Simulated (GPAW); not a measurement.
Consider VCrB2 (Amm2).

```xyz
4
Lattice="2.9281 0.0000 0.0000 0.0000 1.4865 3.9487 0.0000 -1.4865 3.9487" Properties=species:S:1:pos:R:3 pbc="T T T"
Cr    0.0000    0.0000    6.7420
V     1.4640    0.0000    1.1673
B     1.4640    0.0000    3.4412
B     0.0000    0.0000    4.4443
```

Absorber: atom 4, with 2 B at 1.77 Å, 4 V at 2.19 Å, 2 Cr at 2.22 Å and 1 Cr at 2.30 Å (9-fold, site symmetry mm2). Method: GPAW, LDA, excited-electron core hole (neutral cell), 16-atom cell with 5.1 Å between holes, 4×4×4 k points, dipole transitions, Gaussian full width 0.9 eV up to 4 eV, rising linearly to 3.5 eV at 25 eV.

Predict the near-edge structure at the B K edge.

Main maxima up to 24 eV above the zero (height): 1.9 eV (1.06), 4.1 eV (1.65), 7.8 eV (1.55) and 16.8 eV (0.81). A K edge sees empty p states on the absorber. The total-energy difference is 184.89 eV. The functional leaves an error in such absolute values: in the free atom LDA prices this hole 2.2 eV below PBE (computed apart), and PBE is itself good to a few eV.

The B K spectrum (energy from the lowest empty level; intensity scaled to a mean of 1 over the first 20 eV; polarised curves are means over the symmetry-equivalent atoms):

| E (eV) | isotropic | ε ∥ x | ε ∥ y | ε ∥ z |
| --- | --- | --- | --- | --- |
| -2.0 | 0.00 | 0.00 | 0.00 | 0.00 |
| -1.0 | 0.00 | 0.00 | 0.00 | 0.00 |
| 0.0 | 0.26 | 0.36 | 0.30 | 0.12 |
| 1.0 | 0.59 | 0.60 | 0.58 | 0.59 |
| 2.0 | 1.04 | 1.12 | 0.63 | 1.38 |
| 3.0 | 1.28 | 1.19 | 1.28 | 1.38 |
| 4.0 | 1.65 | 0.51 | 2.12 | 2.32 |
| 5.0 | 1.41 | 0.22 | 3.01 | 0.99 |
| 6.0 | 1.02 | 0.28 | 2.19 | 0.59 |
| 7.0 | 1.04 | 1.75 | 0.52 | 0.83 |
| 8.0 | 1.53 | 2.68 | 0.23 | 1.67 |
| 9.0 | 1.25 | 1.71 | 0.20 | 1.82 |
| 10.0 | 1.24 | 1.67 | 0.31 | 1.75 |
| 11.0 | 1.12 | 1.54 | 0.62 | 1.20 |
| 12.0 | 0.95 | 1.24 | 0.86 | 0.74 |
| 13.0 | 0.83 | 0.96 | 0.96 | 0.57 |
| 14.0 | 0.81 | 0.92 | 0.91 | 0.61 |
| 15.0 | 0.74 | 0.75 | 0.83 | 0.63 |
| 16.0 | 0.77 | 0.64 | 0.95 | 0.74 |
| 17.0 | 0.81 | 0.69 | 0.97 | 0.77 |
| 18.0 | 0.73 | 0.72 | 0.85 | 0.62 |
| 19.0 | 0.66 | 0.71 | 0.78 | 0.49 |
| 20.0 | 0.60 | 0.70 | 0.65 | 0.46 |
| 21.0 | 0.50 | 0.61 | 0.43 | 0.46 |
| 22.0 | 0.41 | 0.47 | 0.27 | 0.49 |
| 23.0 | 0.40 | 0.38 | 0.27 | 0.54 |
| 24.0 | 0.43 | 0.34 | 0.37 | 0.58 |
| 25.0 | 0.47 | 0.32 | 0.47 | 0.61 |
| 26.0 | 0.50 | 0.35 | 0.53 | 0.62 |
| 27.0 | 0.54 | 0.41 | 0.57 | 0.65 |
| 28.0 | 0.57 | 0.47 | 0.60 | 0.65 |
| 29.0 | 0.58 | 0.50 | 0.62 | 0.62 |
| 30.0 | 0.56 | 0.51 | 0.60 | 0.56 |
| 31.0 | 0.52 | 0.49 | 0.57 | 0.51 |
| 32.0 | 0.49 | 0.45 | 0.54 | 0.47 |

The hole lies in one spin channel, while the script sums the empty states of both and takes the lower zero; where the two channels are split, this blurs and shifts the curve. The crystal has 2 inequivalent B sites and not all are shown here, while a measurement adds them all. The starting moments shrank to 0.00 μB or less, so this is hardly a magnetic state. The holes are only 5.1 Å apart, so the shape is probably not converged with cell size; no larger cell was run here. The mesh is coarse (0.33 Å⁻¹ between points), so small maxima may be mesh ripples. Lifetime broadening is put in by hand, and intensities beyond about 20 eV depend on it and on the partial waves; weight that the partial waves miss at high energy is lost. The structure is a computed Materials Project entry and may be a hypothetical form.

[Banner, clock and machine lines of the logs are left out without a mark of their own.]

[Logs are printed without paths, hosts, clocks, repeated set-up lines and the standing remarks that a program may print on its own settings, such as how far it seeks lower states.]

[Hosts, paths, dates, database ids (printed as entryN), source tags and the programs' standing remarks are cut or masked in the printed files.]

[Lists of maxima count a maximum above −3 eV only where it reaches 4 % of the highest in the window and stands out from its surroundings by 2 % of it (1.5 % where it reaches 55 %); shoulders and weaker maxima are passed over, and of the rest the first, up to two pre-edge ones and the few strongest are named.]
